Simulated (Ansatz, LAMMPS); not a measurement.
# Amorphous HfO2 at 7.65 g/cm^3 (78 atoms): geometry optimisation, part 3 of 4

How does amorphous HfO2 at 7.65 g/cm^3 (78 atoms) relax, and what do bonds, charges and levels look like afterwards?

Ansatz 0.2.0; Kohn-Sham DFT, PBE, PAW (set soft_2), plane waves.

The cell: 26 Hf and 52 O. The quench rate of 50 K/ps is many orders above laboratory rates. The network of bonds at the start is that of the classical potential that made the cell. Only the Γ point is sampled in the main run, in a cell whose shortest periodic width is 11 Å. The levels lack spin–orbit coupling.

So far. Step 4 (Relaxation): The relaxation changed the energy by -35.0 meV/atom, and atoms moved by 0.32 Å r.m.s., 1.7 Å at most.

**6. Single point at the relaxed geometry**

One more single point at the end of the walk gives the fuller output and checks the residual forces.

File input.yaml:

```yaml
crystal:
  lattice:
    - [10.5908, 0.0, 0.0]
    - [0.0, 10.5908, 0.0]
    - [0.0, 0.0, 10.5908]
  atoms:
    - { symbol: Hf, position: [0.46262, 0.60868, 0.27821] }
    - { symbol: Hf, position: [0.13447, 0.72242, 0.20636] }
    - { symbol: Hf, position: [0.74396, 0.59749, 0.76944] }
    - { symbol: Hf, position: [0.68781, 0.38368, 0.06861] }
    - { symbol: Hf, position: [0.97653, 0.86964, 0.90698] }
    - { symbol: Hf, position: [0.49319, 0.63462, 0.97745] }
    - { symbol: Hf, position: [0.82356, 0.54922, 0.27655] }
    - { symbol: Hf, position: [0.1806, 0.50563, 0.4488] }
    - { symbol: Hf, position: [0.23694, 0.70236, 0.71326] }
    - { symbol: Hf, position: [0.96864, 0.19084, 0.91619] }
    - { symbol: Hf, position: [0.4917, 0.38408, 0.56908] }
    - { symbol: Hf, position: [0.99375, 0.52745, 0.94084] }
    - { symbol: Hf, position: [0.64906, 0.86307, 0.24007] }
    - { symbol: Hf, position: [0.50176, 0.88037, 0.77295] }
    - { symbol: Hf, position: [0.22535, 0.20151, 0.37223] }
    - { symbol: Hf, position: [0.31998, 0.02889, 0.14899] }
    - { symbol: Hf, position: [0.2264, 0.39237, 0.10317] }
    - { symbol: Hf, position: [0.20625, 0.3747, 0.71926] }
    - { symbol: Hf, position: [0.95684, 0.74802, 0.48566] }
    - { symbol: Hf, position: [0.86006, 0.41027, 0.5877] }
    - { symbol: Hf, position: [0.46554, 0.93414, 0.47456] }
    - { symbol: Hf, position: [0.64857, 0.09405, 0.04384] }
    - { symbol: Hf, position: [0.40668, 0.20417, 0.8895] }
    - { symbol: Hf, position: [0.72123, 0.17922, 0.38128] }
    - { symbol: Hf, position: [0.98072, 0.98591, 0.21203] }
    - { symbol: Hf, position: [0.97222, 0.0899, 0.61255] }
    - { symbol: O, position: [0.26596, 0.84695, 0.15996] }
    - { symbol: O, position: [0.0063, 0.59425, 0.34359] }
    - { symbol: O, position: [0.87999, 0.08649, 0.33148] }
    - { symbol: O, position: [0.85667, 0.48571, 0.0973] }
    - { symbol: O, position: [0.63177, 0.51406, 0.92778] }
    - { symbol: O, position: [0.87287, 0.4481, 0.79911] }
    - { symbol: O, position: [0.5011, 0.78461, 0.36181] }
    - { symbol: O, position: [0.05034, 0.42681, 0.57419] }
    - { symbol: O, position: [0.38997, 0.52731, 0.10065] }
    - { symbol: O, position: [0.27165, 0.62436, 0.31777] }
    - { symbol: O, position: [0.12408, 0.57126, 0.08124] }
    - { symbol: O, position: [0.31386, 0.23435, 0.17089] }
    - { symbol: O, position: [0.63278, 0.00096, 0.37754] }
    - { symbol: O, position: [0.47946, 0.50474, 0.42527] }
    - { symbol: O, position: [0.28262, 0.33809, 0.50582] }
    - { symbol: O, position: [0.55429, 0.73316, 0.12257] }
    - { symbol: O, position: [0.76649, 0.95773, 0.11755] }
    - { symbol: O, position: [0.57368, 0.24732, 0.4839] }
    - { symbol: O, position: [0.13565, 0.53699, 0.80999] }
    - { symbol: O, position: [0.5492, 0.03596, 0.88189] }
    - { symbol: O, position: [0.77624, 0.73209, 0.31557] }
    - { symbol: O, position: [0.30536, 0.06578, 0.96456] }
    - { symbol: O, position: [0.9268, 0.02987, 0.79892] }
    - { symbol: O, position: [0.00738, 0.0441, 0.02329] }
    - { symbol: O, position: [0.39359, 0.27829, 0.7133] }
    - { symbol: O, position: [0.6824, 0.22876, 0.20051] }
    - { symbol: O, position: [0.88794, 0.69035, 0.88107] }
    - { symbol: O, position: [0.79199, 0.22619, 0.97511] }
    - { symbol: O, position: [0.12362, 0.68931, 0.55239] }
    - { symbol: O, position: [0.65506, 0.45944, 0.65349] }
    - { symbol: O, position: [0.83694, 0.21596, 0.56555] }
    - { symbol: O, position: [0.35934, 0.05806, 0.37775] }
    - { symbol: O, position: [0.93255, 0.91095, 0.56692] }
    - { symbol: O, position: [0.12154, 0.81683, 0.81404] }
    - { symbol: O, position: [0.30242, 0.53115, 0.63252] }
    - { symbol: O, position: [0.57625, 0.9548, 0.62425] }
    - { symbol: O, position: [0.1151, 0.1285, 0.50312] }
    - { symbol: O, position: [0.36047, 0.84196, 0.63129] }
    - { symbol: O, position: [0.28376, 0.34814, 0.9147] }
    - { symbol: O, position: [0.51573, 0.0009, 0.14741] }
    - { symbol: O, position: [0.14255, 0.07616, 0.23874] }
    - { symbol: O, position: [0.37899, 0.72443, 0.85571] }
    - { symbol: O, position: [0.03655, 0.84168, 0.32946] }
    - { symbol: O, position: [0.54492, 0.26516, 0.99815] }
    - { symbol: O, position: [0.05568, 0.34196, 0.00418] }
    - { symbol: O, position: [0.63681, 0.50308, 0.21103] }
    - { symbol: O, position: [0.62229, 0.74237, 0.81701] }
    - { symbol: O, position: [0.84323, 0.62227, 0.59728] }
    - { symbol: O, position: [0.80822, 0.40893, 0.40252] }
    - { symbol: O, position: [0.00495, 0.8126, 0.08842] }
    - { symbol: O, position: [0.16192, 0.37981, 0.29527] }
    - { symbol: O, position: [0.06968, 0.23103, 0.74928] }
kpoints:
  mp_grid: { grid: [1, 1, 1] }
hamiltonian:
  xc: pbe
scf:
  occupations: { method: fermi_dirac, width: 0.025 }
output:
  forces: true
  stress: true
  populations: true
  dos:
    method: { smearing: { sigma: 0.08 } }
    de: 0.05
    projected: { site_lists: { Hf: [Hf], O: [O] } }
  eigenvalues: true
  write_density: true
  write_potential: true
  volumetric_format: npy
```

Started as:

```console
$ ansatz run input.yaml --threads 4 --pin off --max-ram 8192MiB --backend cpu --events-out ev --progress --plain --runs-dir out
```

Numbers of over 12 decimals in the logs are rounded to 6 here.

Output:

```text
[...]
Crystal: 78 atoms, lattice volume = 1187.918 Å³
Basis set: ecut = 420 eV, 23127 PW (Γ), exchange–correlation on 144×144×144 points (8 copies of the dense FFT grid, shifted against one another)
Bands: 593, of which v1, the nominal top of the filled ones, is band 494 counted from 1 (493 counted from 0)
Symmetry: 1 space group operations
[...]
k-points: 1
[...]
SCF iter   1: F=—  HF=-438387.814114 eV  |F-HF|=—  |Δ(HF+E_count)|=         —  Δρ=3.85e-3  dr2=1.83e-1  ethr=1.77e-3  ⟨swp⟩=5.0  Hψ=1830  notcnv=0  defer=71
[...]
SCF iter  11: F=-438387.815096 eV  HF=-438387.815096 eV  |F-HF|=8.79e-9  |Δ(HF+E_count)|=   6.52e-9  Δρ=1.69e-6  dr2=3.85e-8  ethr=1.01e-11  ⟨swp⟩=6.0  Hψ=3914  notcnv=0
SCF 1 converged in 11 iterations: F = -438387.815096 eV  dr2 = 3.85e-8
[...]
SCF converged after 11 iterations
Free energy (F): -438387.815096 eV
[...]
Internal energy: -438387.815096 eV  (E = F + TS)
E sigma→0 (E₀):  -438387.815096 eV
Fermi energy:    11.094724 eV
[...]
--- Forces (eV/Å), atoms counted from 1 ---
  atom   1  Hf    -0.00873778     0.02233691     0.01074244
  atom   2  Hf     0.00810708     0.01392979     0.01929887
  atom   3  Hf     0.03674203    -0.02233438    -0.01201838
  atom   4  Hf     0.01383900    -0.03212819     0.01147016
  atom   5  Hf     0.00235289     0.00855516     0.00552658
  atom   6  Hf     0.01139972     0.02429690     0.03644454
  atom   7  Hf     0.01909105     0.02433695     0.00556808
  atom   8  Hf     0.00403694     0.02800362    -0.00154738
  atom   9  Hf    -0.02307483    -0.00377498    -0.03183298
  atom  10  Hf     0.00946080    -0.01705934    -0.01016482
  atom  11  Hf    -0.00414761    -0.03453358    -0.02368955
  atom  12  Hf     0.00202606     0.00276744     0.00971287
  atom  13  Hf     0.01019003     0.01821910     0.01379570
  atom  14  Hf    -0.01272130     0.03297305    -0.01566737
[...]
atom  77  O      0.00403448    -0.00734653    -0.00260392
  atom  78  O      0.00402566     0.00580321     0.00990369
  max |Σ_I F_I| component: 5.14e-5 eV/Å
--- Stress (GPa, compression-positive) ---
       -4.369174      -1.189606      -0.517207
       -1.189606      -6.559203       0.388022
       -0.517207       0.388022      -5.203567
  P = ⅓ Tr σ = -5.3773 GPa (-53.773 kbar)
--- Band table (eV) ---
[...]
--- Löwdin populations: 78 sites ---
  site symbol       q [e]
     0     Hf     24.5416
     1     Hf     24.5636
     2     Hf     24.5348
[...]
77      O      6.7291
  spilling = 0.002747 (of n_electrons = 988.000000)
```

Wall time 36 s (4 threads of Arm Neoverse V2, shared host); peak memory 2 GiB; 2.3 min of CPU time.

Read from the output:

- free energy: -438387.8151 eV
- free energy per atom: -5620.3566 eV/atom
- SCF cycles: 11
- pressure: -5.377 GPa
- r.m.s. force component: 0.01332 eV/Å
- longest force: 0.04801 eV/Å
- Fermi energy: 11.09 eV
- gap (highest filled to lowest empty level): 3.735 eV
- spilling of the projection: 0.002747

Löwdin charges by element and coordination (they lack the spilled electrons, 0.035 e an atom on average):

| element | coordination | atoms | mean charge (e) | spread | least | most |
| --- | --- | --- | --- | --- | --- | --- |
| Hf | all | 26 | 1.47 | 0.0269 | 1.42 | 1.53 |
| Hf | 5 | 8 | 1.47 | 0.0295 | 1.42 | 1.52 |
| Hf | 6 | 16 | 1.47 | 0.0262 | 1.44 | 1.53 |
| Hf | 7 | 2 | 1.48 | 0.0196 | 1.46 | 1.50 |
| O | all | 52 | -0.683 | 0.0301 | -0.736 | -0.607 |
| O | 2 | 9 | -0.644 | 0.0223 | -0.676 | -0.607 |
| O | 3 | 40 | -0.690 | 0.0236 | -0.731 | -0.642 |
| O | 4 | 3 | -0.720 | 0.0155 | -0.736 | -0.699 |

Density of states as counts of states in windows of 1 eV (from the Fermi level), total and the larger projections:

| from (eV) | to (eV) | total | O p | Hf d |
| --- | --- | --- | --- | --- |
| -10 | -7 | 0.0 | 0.0 | 0.0 |
| -7 | -6 | 23.9 | 16.6 | 5.0 |
| -6 | -5 | 69.6 | 49.9 | 16.2 |
| -5 | -4 | 70.4 | 54.9 | 12.2 |
| -4 | -3 | 77.9 | 67.4 | 7.6 |
| -3 | -2 | 66.7 | 61.6 | 3.5 |
| -2 | -1 | 3.6 | 3.4 | 0.1 |
| -1 | 1 | 0.0 | 0.0 | 0.0 |
| 1 | 2 | 2.0 | 0.1 | 0.9 |
| 2 | 3 | 34.6 | 3.4 | 27.9 |
| 3 | 4 | 61.9 | 7.5 | 48.3 |
| 4 | 5 | 56.7 | 8.9 | 38.8 |

Between -26 and -10 eV lie 468 more states.

The stored curve holds about 780 of the 988 electrons; the rest, give or take the few that broadening carries across the Fermi level, lie in deeper levels below its range.

The levels nearest the highest filled one (over half full), pooled over k-points and spins:

| level less the highest filled one (eV) | occupation |
| --- | --- |
| -0.300 | 2 |
| -0.246 | 2 |
| -0.226 | 2 |
| -0.189 | 2 |
| -0.107 | 2 |
| 0 | 2 |
| 3.73 | 0 |
| 3.98 | 0 |
| 4.03 | 0 |
| 4.13 | 0 |
| 4.24 | 0 |
| 4.33 | 0 |

Electrostatic potential energy in the ac plane at fractional y = 0.216, with atoms of Hf and O within 0.2 Å of it. With pseudopotentials it is smooth inside the atoms' cores, unlike the true potential.

Values in eV, 13 rows by 16 columns, each cell a mean:
```
-18   6  14  15  12  -4 -20 -11  -1   6  12   9 -21 -14 -10 -27
-16   7  14  14   9 -15 -28 -24   4  13  15  15  14  10  -9 -26
 -3  -9  12  13  11   4  -7   0  10  14  15  16  15  13   9   5
 -6 -20   9  13  13  12   2  12  15  15  16  16  16  14  13  12
 11  13  15  14  15  15  14  15  15  16  16  16  14   5  10   9
 12  15  15  15  15  16  15  15  14  12  15  15   1 -29  -5  10
 15  14  11   6   8  13  15  15  -1 -22   5   4   5   1  11  14
 15  12  -7 -25 -20   4  14  16  13   4  -7 -26 -18   7  14  16
 15  11  -9 -27 -21   4  14  16  16  12  -4 -23 -14   8  15  16
 15  14  10   3   5   9  15  16  16  15  -1  -7   9  14  16  16
 15  15  15  14 -12 -23  12  16  16  14 -16 -20  13  16  15  15
 14  15  15  14   7   2  15  16  15  12   8   9  14  15  15  14
  7  13  14  15  14  12  10  11  -1   1   7   8  -6   1   9   4
```
Columns run along a (10.6 Å; values clipped at the 3rd and 97th percentile), rows up along c (10.6 Å). Atoms in or near the plane, at fractional coordinates: Hf at (0.23, 0.37), Hf at (0.41, 0.89), O at (0.31, 0.17), O at (0.68, 0.20), O at (0.79, 0.98), O at (0.84, 0.57), O at (0.07, 0.75).

Valence density in the ac plane at fractional y = 0.216, with atoms of Hf and O within 0.2 Å of it. It is the smooth field of the valence electrons, not physical close to the nuclei.

Ten steps, logarithmic in the rise over the least value, from '0' (0 e/Å³) to '9' (28 e/Å³), each cell a mean:
```
531000000023432343211246653467
741000000147874222100134533689
741000000268985210000011212588
422100000147874100000000000245
244310000013431000000000000011
366521000012221000000000000001
356521000123321000000000000001
123210000012321000000000000000
011000000001100000000001232110
000000000000000000000013565310
001110000000000122210013665310
001111000000001245421012443200
001112221000001256532222111000
000124665200000134335664100000
000037997310000011136886200000
000036897300000000025775200000
000013554100000000013432000000
000001112211000000134321000000
000000123442000000256631000000
000000125663100000256631000000
000000024553100000123320000000
000000012221000011111110000000
000000000000001232211112210000
110000000000012344211245542122
```
Columns run along a (10.6 Å), rows up along c (10.6 Å). Atoms in or near the plane, at fractional coordinates: Hf at (0.23, 0.37), Hf at (0.41, 0.89), O at (0.31, 0.17), O at (0.68, 0.20), O at (0.79, 0.98), O at (0.84, 0.57), O at (0.07, 0.75).

Mean Löwdin charges: Hf +1.47, O -0.68 e. The largest share in the top eV of filled states is O p (94 % of the projected weight), and in the lowest eV of empty states Hf d (80 % of the projected weight).

Local excerpt of 9 atoms (numbers count through the whole input) about O62, whose charge lies farthest from its element's mean; x, y, z are measured from there.

| atom | x | y | z | distance (Å) | bonds | Löwdin charge (e) |
| --- | --- | --- | --- | --- | --- | --- |
| O62 | 0.00 | 0.00 | 0.00 | 0.00 | 2 | -0.61 |
| Hf14 | -0.79 | -0.79 | 1.57 | 1.93 | 5 | 1.45 |
| Hf21 | -1.17 | -0.22 | -1.59 | 1.98 | 5 | 1.52 |
| O64 | -2.29 | -1.20 | 0.07 | 2.58 | 3 | -0.73 |
| O39 | 0.60 | 0.49 | -2.61 | 2.72 | 3 | -0.66 |
| O46 | -0.29 | 0.86 | 2.73 | 2.88 | 3 | -0.71 |
| O73 | 0.49 | -2.25 | 2.04 | 3.08 | 3 | -0.69 |
| O33 | -0.80 | -1.80 | -2.78 | 3.41 | 3 | -0.66 |
| O44 | -0.03 | 3.10 | -1.49 | 3.44 | 2 | -0.65 |

The column of bonds counts only the pairs O-Hf within 2.88 Å; other neighbours, such as metal atoms beside each other in a compound, aren't counted, and periodic images can show an atom twice.

**7. K-mesh 2×2×2**

Large cells are often run on few k-points; this run checks whether the reference had enough.

Changes to input.yaml since step 6:

```diff
@@ -8,3 +8,3 @@
 kpoints:
-  mp_grid: { grid: [1, 1, 1] }
+  mp_grid: { grid: [2, 2, 2] }
 hamiltonian:
@@ -22,4 +22 @@
   eigenvalues: true
-  write_density: true
-  write_potential: true
-  volumetric_format: npy
```

Output:

```text
[...]
Crystal: 78 atoms, lattice volume = 1187.918 Å³
Basis set: ecut = 420 eV, 23127 PW (Γ), exchange–correlation on 144×144×144 points (8 copies of the dense FFT grid, shifted against one another)
Bands: 593, of which v1, the nominal top of the filled ones, is band 494 counted from 1 (493 counted from 0)
Symmetry: 1 space group operations
[...]
k-points: 8
[...]
SCF iter   1: F=—  HF=-438387.910219 eV  |F-HF|=—  |Δ(HF+E_count)|=         —  Δρ=3.82e-3  dr2=1.79e-1  ethr=1.77e-3  ⟨swp⟩=4.4  Hψ=14673  notcnv=0  defer=545
[...]
SCF iter  10: F=—  HF=-438387.911309 eV  |F-HF|=—  |Δ(HF+E_count)|=   6.23e-7  Δρ=4.82e-6  dr2=2.62e-7  ethr=1.01e-11  ⟨swp⟩=10.5  Hψ=22004  notcnv=0
SCF iter  11: F=-438387.911309 eV  HF=-438387.911309 eV  |F-HF|=9.08e-9  |Δ(HF+E_count)|=   8.50e-9  Δρ=1.64e-6  dr2=3.63e-8  ethr=1.01e-11  ⟨swp⟩=3.0  Hψ=16700  notcnv=0
SCF 1 converged in 11 iterations: F = -438387.911309 eV  dr2 = 3.63e-8
[...]
SCF converged after 11 iterations
Free energy (F): -438387.911309 eV
[...]
Internal energy: -438387.911309 eV  (E = F + TS)
E sigma→0 (E₀):  -438387.911309 eV
Fermi energy:    11.125508 eV
[...]
Σ components = -438387.911309   (vs F -438387.911309, Δ=0.00e0)
--- Forces (eV/Å), atoms counted from 1 ---
  atom   1  Hf    -0.04089861     0.00030635     0.00044416
  atom   2  Hf     0.01992775     0.01875384    -0.01233908
  atom   3  Hf     0.02600889    -0.01392089    -0.00394298
  atom   4  Hf     0.01455822    -0.02618600     0.01004574
[...]
atom  78  O      0.00691819     0.00799294    -0.00017117
  max |Σ_I F_I| component: 4.39e-5 eV/Å
--- Stress (GPa, compression-positive) ---
       -4.366276      -1.196026      -0.515610
       -1.196026      -6.551790       0.376579
       -0.515610       0.376579      -5.195598
  P = ⅓ Tr σ = -5.3712 GPa (-53.712 kbar)
--- Band table (eV; the first three rows and the last of 8) ---
[...]
--- Löwdin populations: 78 sites ---
  site symbol       q [e]
     0     Hf     24.5414
     1     Hf     24.5631
     2     Hf     24.5349
[...]
77      O      6.7304
  spilling = 0.002756 (of n_electrons = 988.000000)
```

Elapsed: 5.2 min, on 4 threads; peak memory 6.3 GiB.

The program notes that it cut back its work space to fit the memory limit.

Geometry and reference: those of the single point at the relaxed geometry.

Forces differ from those of the single point at the relaxed geometry by 11 meV/Å r.m.s.; the energy by -1.2 meV/atom and the gap by -0.033 eV. It took 5.2 min and 11 cycles; the reference's time can't be set against it, since the two runs asked for unlike analyses.

(Continued in part 4 of 4.)

[Logs are printed without paths, hosts, clocks, repeated set-up lines and the standing remarks that a program may print on its own settings, such as how far it seeks lower states.]

[Hosts, paths, dates, database ids (printed as entryN), source tags and the programs' standing remarks are cut or masked in the printed files.]
